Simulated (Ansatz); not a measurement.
## Cl on W(100): change of the work function

How does Cl on the hollow site change the work function of W(100) as the layer fills?

Program: Ansatz 0.2.0. Level of theory: plane-wave DFT, PBE, Ansatz PAW. Results are calculated unless marked as measured.

### 1. Starting point

The cell holds 5 atoms: 5 W. Its edges and angles: a = 3.160 Å, b = 3.160 Å, c = 24.320 Å, α = 90.0°, β = 90.0°, γ = 90.0°. Vacuum lies along c.

### 2. The clean slab

The bare slab comes first, as the zero from which every change is counted. The two lowest layers are held at bulk places and the upper ones relax. The dipole correction removes the false field that a one-sided slab makes across the periodic vacuum, so each face gets a flat vacuum level of its own.

Contents of input.yaml:

```yaml
crystal:
  lattice:
    - [3.16, 0.0, 0.0]
    - [0.0, 3.16, 0.0]
    - [0.0, 0.0, 24.32]
  atoms:
    - { symbol: W, position: [0.0, 0.0, 0.3700657895] }
    - { symbol: W, position: [0.5, 0.5, 0.4350328947] }
    - { symbol: W, position: [0.0, 0.0, 0.5] }
    - { symbol: W, position: [0.5, 0.5, 0.5649671053] }
    - { symbol: W, position: [0.0, 0.0, 0.6299342105] }
kpoints:
  mp_grid: { grid: [12, 12, 1] }
hamiltonian:
  xc: pbe
scf:
  occupations: { method: fermi_dirac, width: 0.1 }
  convergence: { dr2_threshold: 1.0e-08 }
efield:
  axis: 3
  dipole_correction: true
  ramp_position: 0.97
  ramp_width: 0.06
relax:
  f_tol: 0.02
  max_steps: 60
  constraints: [{ sites: [0, 1] }]
output:
  write_potential: true
  write_density: true
  volumetric_format: npy
```

The run is started by

```sh
ansatz run input.yaml --threads 4 --pin off --max-ram 6144MiB --backend cpu --events-out ev --progress --plain --runs-dir out
```

Numbers of over 12 decimals in the logs are rounded to 6 here.

Log:

```text
Engine: ansatz 0.2.0, aarch64-unknown-linux-gnu
Pseudopotentials: kind: paw
Pseudopotential: W, paw, valence charge 14, recommended cutoff 420 eV (normal), W.paw.azcp
Functional definition: PBE
  parameter kappa = 0.804
  parameter beta = 0.066725
  exchange = pbe_x(kappa = kappa, mu = beta*pi^2/3)
  correlation = pbe_c(beta = beta)
Crystal: 5 atoms, lattice volume = 242.850 Å³
Basis set: ecut = 420 eV, 4785 PW (Γ), exchange–correlation on 48×48×360 points (8 copies of the dense FFT grid, shifted against one another)
Bands: 42, of which v1, the nominal top of the filled ones, is band 35 counted from 1 (34 counted from 0)
Symmetry: 8 space group operations
k-points: 28 of 144
Non-local potential: W, projectors of the file, l = 0: 3, l = 1: 2, l = 2: 2, l = 3: 1
PAW form: soft (Blöchl's): semilocal exchange-correlation on the pseudo side does not see the compensation charge
PAW one-centre angular grid: W, 590 points (default); XC on 64 Gauss nodes
Initial density: superposition of atomic densities (neutral atoms: chi_scale 0, normalization atom), corrected by the library's trained network
Initial wavefunctions: pseudopotential atomic-orbital guess
Functional: x = pbe(κ = 0.804, μ = 0.219515), c = pbe(β = 0.066725)
SCF iter   1: F=—  HF=-51918.951096 eV  |F-HF|=—  |Δ(HF+E_count)|=         —  Δρ=5.95e-3  dr2=2.55e-1  ethr=1.77e-3  p=0.000 e·Å  D=6.81e-15 V/Å  ΔV_dip=-0.00 eV  dr2_dipole=1.36e-7  V_vac-E_F(+/−)=4.35/4.35 eV  ⟨swp⟩=8.6  Hψ=5700  notcnv=0
efield: sawtooth ramp at fractional position 0.9700 (set: `efield.ramp_position`, or a place that a band, a saddle search or an elastic batch's reference lends), width 0.0600; the density the first Hamiltonian is built on has a dipole p = 0.000 e·Å; the dipole correction subtracts the counter field D = 6.81e-15 V/Å, which shifts the + side's vacuum level by -0.00 eV against the − side's; the planar-averaged density in the ramp window peaks in size at 1.3e-5 e/Å³
preconditioner: auto → LDOS  [metal: Δε(μ)=0.012 eV  Ē_g=4.218 eV  σ=0.100 eV  W_gap=0.03  n_scr=44 (ndim 8)  ℏωp=13.1 eV  f_vac=0.578  D(μ)=6.08/eV (n_scr^D=36)  β→1.0]
SCF iter   2: F=—  HF=-51918.934199 eV  |F-HF|=—  |Δ(HF+E_count)|=   1.69e-2  Δρ=4.40e-3  dr2=1.09e-1  ethr=3.64e-4  p=0.000 e·Å  D=4.17e-6 V/Å  ΔV_dip=-0.00 eV  dr2_dipole=3.08e-7  V_vac-E_F(+/−)=4.26/4.26 eV  ⟨swp⟩=2.3  Hψ=2028  notcnv=0
SCF iter   3: F=—  HF=-51918.923002 eV  |F-HF|=—  |Δ(HF+E_count)|=   1.12e-2  Δρ=1.09e-3  dr2=7.42e-3  ethr=1.56e-4  p=0.000 e·Å  D=2.29e-6 V/Å  ΔV_dip=-0.00 eV  dr2_dipole=1.82e-8  V_vac-E_F(+/−)=4.26/4.26 eV  ⟨swp⟩=2.0  Hψ=1782  notcnv=0
SCF iter   4: F=—  HF=-51918.923165 eV  |F-HF|=—  |Δ(HF+E_count)|=   1.63e-4  Δρ=3.17e-4  dr2=3.30e-4  ethr=1.06e-5  p=0.000 e·Å  D=1.72e-6 V/Å  ΔV_dip=-0.00 eV  dr2_dipole=1.10e-9  V_vac-E_F(+/−)=4.24/4.24 eV  ⟨swp⟩=2.3  Hψ=1596  notcnv=0
SCF iter   5: F=—  HF=-51918.923261 eV  |F-HF|=—  |Δ(HF+E_count)|=   9.64e-5  Δρ=1.24e-4  dr2=3.15e-5  ethr=4.72e-7  p=0.000 e·Å  D=1.00e-6 V/Å  ΔV_dip=-0.00 eV  dr2_dipole=1.38e-10  V_vac-E_F(+/−)=4.23/4.23 eV  ⟨swp⟩=3.1  Hψ=2006  notcnv=0
SCF iter   6: F=—  HF=-51918.923293 eV  |F-HF|=—  |Δ(HF+E_count)|=   3.16e-5  Δρ=4.17e-5  dr2=4.78e-6  ethr=4.50e-8  p=0.000 e·Å  D=1.96e-7 V/Å  ΔV_dip=-0.00 eV  dr2_dipole=5.97e-16  V_vac-E_F(+/−)=4.23/4.23 eV  ⟨swp⟩=2.6  Hψ=2033  notcnv=0
SCF iter   7: F=—  HF=-51918.923579 eV  |F-HF|=—  |Δ(HF+E_count)|=   2.87e-4  Δρ=1.09e-5  dr2=2.41e-7  ethr=6.83e-9  p=0.000 e·Å  D=5.72e-8 V/Å  ΔV_dip=-0.00 eV  dr2_dipole=9.73e-12  V_vac-E_F(+/−)=4.23/4.23 eV  ⟨swp⟩=3.0  Hψ=2273  notcnv=0
SCF iter   8: F=—  HF=-51918.923580 eV  |F-HF|=—  |Δ(HF+E_count)|=   8.23e-7  Δρ=2.94e-6  dr2=3.54e-8  ethr=3.44e-10  p=-0.000 e·Å  D=-2.19e-9 V/Å  ΔV_dip=0.00 eV  dr2_dipole=1.09e-13  V_vac-E_F(+/−)=4.23/4.23 eV  ⟨swp⟩=3.1  Hψ=2343  notcnv=0
SCF iter   9: F=-51918.923580 eV  HF=-51918.923580 eV  |F-HF|=8.37e-9  |Δ(HF+E_count)|=   5.98e-8  Δρ=8.67e-7  dr2=5.35e-9  ethr=1.43e-11  p=-0.000 e·Å  D=-1.94e-8 V/Å  ΔV_dip=0.00 eV  dr2_dipole=1.47e-12  V_vac-E_F(+/−)=4.23/4.23 eV  ⟨swp⟩=11.4  Hψ=8999  notcnv=0
SCF 1 converged in 9 iterations: F = -51918.923580 eV  dr2 = 5.35e-9
  greatest PAW one-centre occupation: 1.000 electrons in one spin orbital (limit 2), on the W atom at site 0 (counted from 0), in its partial waves of l = 0
relax step   1: F+E_penalty+E_count = -51918.92358024 eV  Δ(F+E_penalty+E_count) = +0.000e0 eV  max|allowed force component| = 1.592e0 eV/Å  Δτ_max = 0.0000 Å  (9 SCF iters, accepted)
Initial density: handed on by an earlier stage of this run
Initial wavefunctions: those handed on with the density
SCF iter   1: F=—  HF=-51918.860680 eV  |F-HF|=—  |Δ(HF+E_count)|=         —  Δρ=1.54e-2  dr2=6.16e0  ethr=3.10e-3  p=-0.000 e·Å  D=-1.58e-7 V/Å  ΔV_dip=0.00 eV  dr2_dipole=1.87e0  V_vac-E_F(+/−)=4.30/4.30 eV  ⟨swp⟩=6.5  Hψ=3751  notcnv=0
efield: sawtooth ramp at fractional position 0.9700 (set: `efield.ramp_position`, or a place that a band, a saddle search or an elastic batch's reference lends), width 0.0600; the density the first Hamiltonian is built on has a dipole p = -0.000 e·Å; the dipole correction subtracts the counter field D = -1.58e-7 V/Å, which shifts the + side's vacuum level by +0.00 eV against the − side's; the planar-averaged density in the ramp window peaks in size at 1.5e-6 e/Å³
preconditioner: auto → LDOS  [metal: Δε(μ)=0.006 eV  Ē_g=4.379 eV  σ=0.100 eV  W_gap=0.01  n_scr=44 (ndim 8)  ℏωp=13.1 eV  f_vac=0.587  D(μ)=5.24/eV (n_scr^D=14)  β→1.0]
SCF iter   2: F=—  HF=-51918.713984 eV  |F-HF|=—  |Δ(HF+E_count)|=   1.47e-1  Δρ=5.16e-3  dr2=4.47e-1  ethr=3.10e-3  p=0.010 e·Å  D=7.11e-3 V/Å  ΔV_dip=-0.17 eV  dr2_dipole=4.53e-2  V_vac-E_F(+/−)=4.02/4.20 eV  ⟨swp⟩=2.5  Hψ=1825  notcnv=0
SCF iter   3: F=—  HF=-51918.691290 eV  |F-HF|=—  |Δ(HF+E_count)|=   2.27e-2  Δρ=2.17e-3  dr2=7.74e-2  ethr=6.38e-4  p=0.001 e·Å  D=9.34e-4 V/Å  ΔV_dip=-0.02 eV  dr2_dipole=4.37e-3  V_vac-E_F(+/−)=4.21/4.23 eV  ⟨swp⟩=2.5  Hψ=1825  notcnv=0
SCF iter   4: F=—  HF=-51918.684666 eV  |F-HF|=—  |Δ(HF+E_count)|=   6.62e-3  Δρ=4.62e-4  dr2=2.96e-3  ethr=1.11e-4  p=0.004 e·Å  D=2.87e-3 V/Å  ΔV_dip=-0.07 eV  dr2_dipole=7.96e-4  V_vac-E_F(+/−)=4.16/4.23 eV  ⟨swp⟩=2.2  Hψ=1741  notcnv=0
SCF iter   5: F=—  HF=-51918.684365 eV  |F-HF|=—  |Δ(HF+E_count)|=   3.01e-4  Δρ=1.49e-4  dr2=1.60e-4  ethr=4.23e-6  p=0.004 e·Å  D=3.15e-3 V/Å  ΔV_dip=-0.08 eV  dr2_dipole=3.00e-6  V_vac-E_F(+/−)=4.15/4.23 eV  ⟨swp⟩=2.4  Hψ=1933  notcnv=0
[...]
SCF iter   6: F=—  HF=-51919.034438 eV  |F-HF|=—  |Δ(HF+E_count)|=   2.45e-6  Δρ=3.86e-5  dr2=9.60e-6  ethr=8.13e-8  p=0.007 e·Å  D=5.01e-3 V/Å  ΔV_dip=-0.12 eV  dr2_dipole=2.38e-6  V_vac-E_F(+/−)=4.13/4.25 eV  ⟨swp⟩=2.0  Hψ=1754  notcnv=0
SCF iter   7: F=—  HF=-51919.034732 eV  |F-HF|=—  |Δ(HF+E_count)|=   2.94e-4  Δρ=1.68e-5  dr2=1.14e-6  ethr=1.37e-8  p=0.006 e·Å  D=4.83e-3 V/Å  ΔV_dip=-0.12 eV  dr2_dipole=2.79e-7  V_vac-E_F(+/−)=4.13/4.25 eV  ⟨swp⟩=2.3  Hψ=1674  notcnv=0
SCF iter   8: F=—  HF=-51919.034732 eV  |F-HF|=—  |Δ(HF+E_count)|=   3.20e-7  Δρ=6.21e-6  dr2=1.03e-7  ethr=1.62e-9  p=0.006 e·Å  D=4.79e-3 V/Å  ΔV_dip=-0.12 eV  dr2_dipole=1.66e-10  V_vac-E_F(+/−)=4.13/4.25 eV  ⟨swp⟩=2.5  Hψ=1992  notcnv=0
SCF iter   9: F=—  HF=-51919.034733 eV  |F-HF|=—  |Δ(HF+E_count)|=   1.32e-7  Δρ=2.55e-6  dr2=3.68e-8  ethr=1.43e-11  p=0.006 e·Å  D=4.77e-3 V/Å  ΔV_dip=-0.12 eV  dr2_dipole=6.24e-10  V_vac-E_F(+/−)=4.13/4.25 eV  ⟨swp⟩=12.2  Hψ=9836  notcnv=0
SCF iter  10: F=-51919.034733 eV  HF=-51919.034733 eV  |F-HF|=8.15e-9  |Δ(HF+E_count)|=   8.21e-9  Δρ=7.82e-7  dr2=2.91e-9  ethr=1.43e-11  p=0.006 e·Å  D=4.77e-3 V/Å  ΔV_dip=-0.12 eV  dr2_dipole=2.47e-11  V_vac-E_F(+/−)=4.13/4.25 eV  ⟨swp⟩=9.2  Hψ=8766  notcnv=0
SCF 3 converged in 10 iterations: F = -51919.034733 eV  dr2 = 2.91e-9
relax step   3: F+E_penalty+E_count = -51919.03473260 eV  Δ(F+E_penalty+E_count) = -1.112e-1 eV  max|allowed force component| = 2.016e-1 eV/Å  Δτ_max = 0.0990 Å  (10 SCF iters, accepted)
SCF iter   1: F=—  HF=-51919.036582 eV  |F-HF|=—  |Δ(HF+E_count)|=         —  Δρ=7.31e-4  dr2=7.74e-3  ethr=3.62e-4  p=0.006 e·Å  D=4.77e-3 V/Å  ΔV_dip=-0.12 eV  dr2_dipole=1.41e-3  V_vac-E_F(+/−)=4.13/4.25 eV  ⟨swp⟩=1.9  Hψ=1723  notcnv=0
efield: sawtooth ramp at fractional position 0.9700 (set: `efield.ramp_position`, or a place that a band, a saddle search or an elastic batch's reference lends), width 0.0600; the density the first Hamiltonian is built on has a dipole p = 0.006 e·Å; the dipole correction subtracts the counter field D = 4.77e-3 V/Å, which shifts the + side's vacuum level by -0.12 eV against the − side's; the planar-averaged density in the ramp window peaks in size at 2.1e-6 e/Å³
preconditioner: auto → LDOS  [metal: Δε(μ)=0.017 eV  Ē_g=4.256 eV  σ=0.100 eV  W_gap=0.04  n_scr=44 (ndim 8)  ℏωp=13.1 eV  f_vac=0.581  D(μ)=6.09/eV (n_scr^D=36)  β→1.0]
SCF iter   2: F=—  HF=-51919.036463 eV  |F-HF|=—  |Δ(HF+E_count)|=   1.19e-4  Δρ=4.41e-4  dr2=2.28e-3  ethr=1.11e-5  p=0.006 e·Å  D=4.44e-3 V/Å  ΔV_dip=-0.11 eV  dr2_dipole=2.62e-5  V_vac-E_F(+/−)=4.14/4.25 eV  ⟨swp⟩=2.0  Hψ=1771  notcnv=0
SCF iter   3: F=—  HF=-51919.036284 eV  |F-HF|=—  |Δ(HF+E_count)|=   1.79e-4  Δρ=1.27e-4  dr2=1.73e-4  ethr=3.26e-6  p=0.006 e·Å  D=4.65e-3 V/Å  ΔV_dip=-0.11 eV  dr2_dipole=2.42e-8  V_vac-E_F(+/−)=4.14/4.25 eV  ⟨swp⟩=2.1  Hψ=1634  notcnv=0
SCF iter   4: F=—  HF=-51919.036259 eV  |F-HF|=—  |Δ(HF+E_count)|=   2.49e-5  Δρ=2.81e-5  dr2=2.75e-6  ethr=2.47e-7  p=0.006 e·Å  D=4.59e-3 V/Å  ΔV_dip=-0.11 eV  dr2_dipole=2.07e-8  V_vac-E_F(+/−)=4.14/4.25 eV  ⟨swp⟩=3.1  Hψ=1945  notcnv=0
SCF iter   5: F=—  HF=-51919.036537 eV  |F-HF|=—  |Δ(HF+E_count)|=   2.78e-4  Δρ=1.20e-5  dr2=5.50e-7  ethr=3.93e-9  p=0.006 e·Å  D=4.56e-3 V/Å  ΔV_dip=-0.11 eV  dr2_dipole=7.15e-9  V_vac-E_F(+/−)=4.14/4.25 eV  ⟨swp⟩=2.9  Hψ=2276  notcnv=0
SCF iter   6: F=—  HF=-51919.036538 eV  |F-HF|=—  |Δ(HF+E_count)|=   4.48e-7  Δρ=5.04e-6  dr2=1.34e-7  ethr=7.85e-10  p=0.006 e·Å  D=4.56e-3 V/Å  ΔV_dip=-0.11 eV  dr2_dipole=2.24e-9  V_vac-E_F(+/−)=4.14/4.25 eV  ⟨swp⟩=2.3  Hψ=1805  notcnv=0
SCF iter   7: F=—  HF=-51919.036538 eV  |F-HF|=—  |Δ(HF+E_count)|=   1.56e-7  Δρ=1.69e-6  dr2=1.86e-8  ethr=1.91e-10  p=0.006 e·Å  D=4.56e-3 V/Å  ΔV_dip=-0.11 eV  dr2_dipole=2.72e-10  V_vac-E_F(+/−)=4.14/4.25 eV  ⟨swp⟩=2.4  Hψ=1669  notcnv=0
SCF iter   8: F=-51919.036538 eV  HF=-51919.036538 eV  |F-HF|=9.17e-10  |Δ(HF+E_count)|=   2.06e-8  Δρ=2.85e-7  dr2=4.76e-10  ethr=1.43e-11  p=0.006 e·Å  D=4.56e-3 V/Å  ΔV_dip=-0.11 eV  dr2_dipole=4.89e-11  V_vac-E_F(+/−)=4.14/4.25 eV  ⟨swp⟩=11.2  Hψ=8810  notcnv=0
SCF 4 converged in 8 iterations: F = -51919.036538 eV  dr2 = 4.76e-10
relax step   4: F+E_penalty+E_count = -51919.03653794 eV  Δ(F+E_penalty+E_count) = -1.805e-3 eV  max|allowed force component| = 1.013e-2 eV/Å  Δτ_max = 0.0132 Å  (8 SCF iters, accepted)
NSCF: frozen V_eff on 28 k-points
the band table was solved once a step of the walk had ended and its energy, with any forces and stress, was formed, with the checks that follow a solve (5706 applications of the Hamiltonian). They found nothing against the state; the energy, forces and stress were not computed again (output.eigenvalues in the input reference)
WARN: The output density's exchange-correlation potential varies sharply where the density is thin. Do not read a vacuum level from v_tot or v_xc, or from such a field of the output density. On a cell that repeats whose density bears no net charge and no dipole along the vacuum's axis use v_es (v_loc + v_h of the components); under efield.dipole_correction with no amplitude use v_es + v_field, which holds any externa [...]
SCF converged after 8 iterations
Free energy (F): -51919.036538 eV
Harris-Foulkes:  -51919.036538 eV  (|F-HF|=9.17e-10)
Internal energy: -51918.841452 eV  (E = F + TS)
E sigma→0 (E₀):  -51918.938995 eV
Entropy (-TS):   -0.195086 eV (-39.017 meV/atom)
Fermi energy:    4.625999 eV
Dipole field:    D = 0.004553 V/Å  (p = 0.006111 e·Å, saw-weighted, corrected)
Work function:   Φ+ = 4.1402 eV   Φ− = 4.2509 eV
Levels:          The Fermi level and band energies are counted from a zero that moves with the ramp; work functions are not
--- Per-component energies (eV) ---
  E_band       = -1645.874117
  E_kinetic    = 2239.392053
  E_local      = -86026.431704  (includes V_loc(G=0)·N_el)
  E_nonlocal   = 8.030762
  E_hartree    = 41971.393780
  E_xc         = -1327.462600
  E_vxc        = -1184.410986  (∫ρ·V_xc dr)
  E_paw        = -42812.968297  (= ΣΔE_a)
  E_vpaw       = -625.239658  (= ΣTr[D̂ρ^β])
  E_aug_tail   = -0.000292  (compensation charges beyond the density's cutoff)
  E_efield     = 0.000014  (sawtooth field / dipole correction)
  E_vefield    = 0.001484  (∫n·V_field dr)
  E_ewald      = 34029.204834
  E_smearing   = -0.195086  (= −TS)
  E_closure    = -0.000000  (closes the sum)
  Σ components = -51919.036538   (vs F -51919.036538, Δ=0.00e0)
--- Forces (eV/Å), atoms counted from 1 ---
  atom   1  W      0.00000000    -0.00000000     1.17619827
  atom   2  W     -0.00000000     0.00000000    -1.16365842
  atom   3  W      0.00000000     0.00000000     0.00643896
  atom   4  W     -0.00000000     0.00000000    -0.00883341
  atom   5  W     -0.00000000     0.00000000    -0.01013391
  max |Σ_I F_I| component: 1.15e-5 eV/Å
--- Band table (eV; the first three rows and the last of 28) ---
  k-point 0: bands = [... 31 lower, 3.9668, 3.9668, 4.2629, 4.3964, 4.5526, 4.7209, 4.7256, 4.7256, ... 3 higher]
  k-point 1: bands = [... 31 lower, 3.9951, 4.0760, 4.0848, 4.3099, 4.4402, 4.6657, 5.2346, 5.2855, ... 3 higher]
  k-point 2: bands = [... 31 lower, 3.8308, 3.8974, 3.9275, 4.0569, 4.7980, 5.0730, 5.4757, 5.6383, ... 3 higher]
  k-point 27: bands = [... 31 lower, 3.6812, 3.6812, 6.3929, 6.3929, 6.4506, 6.5904, 7.0051, 7.0051, ... 3 higher]
--- Relaxed structure (4 steps of the walk, 3 accepted, 0 SCFs on fresh bases) ---
  F+E_penalty+E_count = -51919.03653794 eV   max|allowed force component| = 1.013e-2 eV/Å
  atoms:
    - { symbol: W, position: [0.0, 0.0, 0.3700657895] }
    - { symbol: W, position: [0.500000, 0.500000, 0.435033] }
    - { symbol: W, position: [0, 0, 0.499966] }
    - { symbol: W, position: [0.500000, 0.500000, 0.567590] }
    - { symbol: W, position: [-5.274927382685451e-18, 0, 0.626407] }
```

It took 29 s on 4 threads of Arm Neoverse V1, shared host; peak memory 0.63 GiB.

Relaxation path:

| step | energy less that of the first step (eV) | largest force component (eV/Å) |
| --- | --- | --- |
| 1 | 0.0000 | 1.5923 |
| 2 | 0.2389 | 2.9711 |
| 3 | -0.1112 | 0.2016 |
| 4 | -0.1130 | 0.0101 |

Relaxation step 2 was tried and not accepted.

Forces are held to the 8 operations that the run works with; a distortion that breaks them can't arise in this run.

The atoms that moved most (Å):

| atom | dx | dy | dz | length |
| --- | --- | --- | --- | --- |
| W5 | 0.000 | 0.000 | -0.086 | 0.086 |
| W4 | 0.000 | 0.000 | 0.064 | 0.064 |

The relaxed structure:

```xyz
5
Lattice="3.1600 0.0000 0.0000 0.0000 3.1600 0.0000 0.0000 0.0000 24.3200" Properties=species:S:1:pos:R:3
W     0.0000    0.0000    9.0000
W     1.5800    1.5800   10.5800
W     0.0000    0.0000   12.1592
W     1.5800    1.5800   13.8038
W     0.0000    0.0000   15.2342
```

Numbers from this step:

```yaml
energy_at_zero_smearing: -51918.9390 eV
work_function_upper_face: 4.140 eV
work_function_lower_face: 4.251 eV
dipole_along_the_normal: 0.006111 e·Å
step_between_the_vacuum_levels: -0.1107 eV
```

Running mean over 1.58 Å of the planar mean; the ramp of the sawtooth is left out. Table of electron's electrostatic potential energy less the Fermi level by z:

| z (Å) | electron's electrostatic potential energy less the Fermi level (eV) |
| --- | --- |
| 3.0 | 4.25 |
| 3.5 | 4.25 |
| 4.0 | 4.25 |
| 4.5 | 4.25 |
| 5.0 | 4.24 |
| 5.5 | 4.22 |
| 6.0 | 4.16 |
| 6.5 | 3.97 |
| 7.0 | 3.41 |
| 7.5 | 1.68 |
| 8.0 | -2.58 |
| 8.5 | -8.00 |
| 9.0 | -11.3 |
| 9.5 | -12.2 |
| 10.0 | -12.4 |
| 10.5 | -12.5 |
| 11.0 | -12.6 |
| 11.5 | -12.7 |
| 12.0 | -12.6 |
| 12.5 | -12.2 |
| 13.0 | -12.0 |
| 13.5 | -12.4 |
| 14.0 | -13.4 |
| 14.5 | -13.9 |
| 15.0 | -13.0 |
| 15.5 | -10.2 |
| 16.0 | -5.21 |
| 16.5 | -0.0115 |
| 17.0 | 2.77 |
| 17.5 | 3.68 |
| 18.0 | 3.99 |
| 18.5 | 4.09 |
| 19.0 | 4.12 |
| 19.5 | 4.13 |
| 20.0 | 4.14 |
| 20.5 | 4.14 |
| 21.0 | 4.14 |

The relaxation took 4 steps and lowered the energy by 0.11 eV; the largest force on the free atoms ends at 0.010 eV/Å.

The work function of the upper face is 4.14 eV.

[end of part 1 of 3]

[Logs are printed without paths, hosts, clocks, repeated set-up lines and the standing remarks that a program may print on its own settings, such as how far it seeks lower states.]

[Hosts, paths, dates, database ids (printed as entryN), source tags and the programs' standing remarks are cut or masked in the printed files.]

[Maps of the electrostatic potential energy from Ansatz leave out the sawtooth potential of an applied field or a dipole correction, so their vacuum need not be flat; planar profiles and work functions include it.]
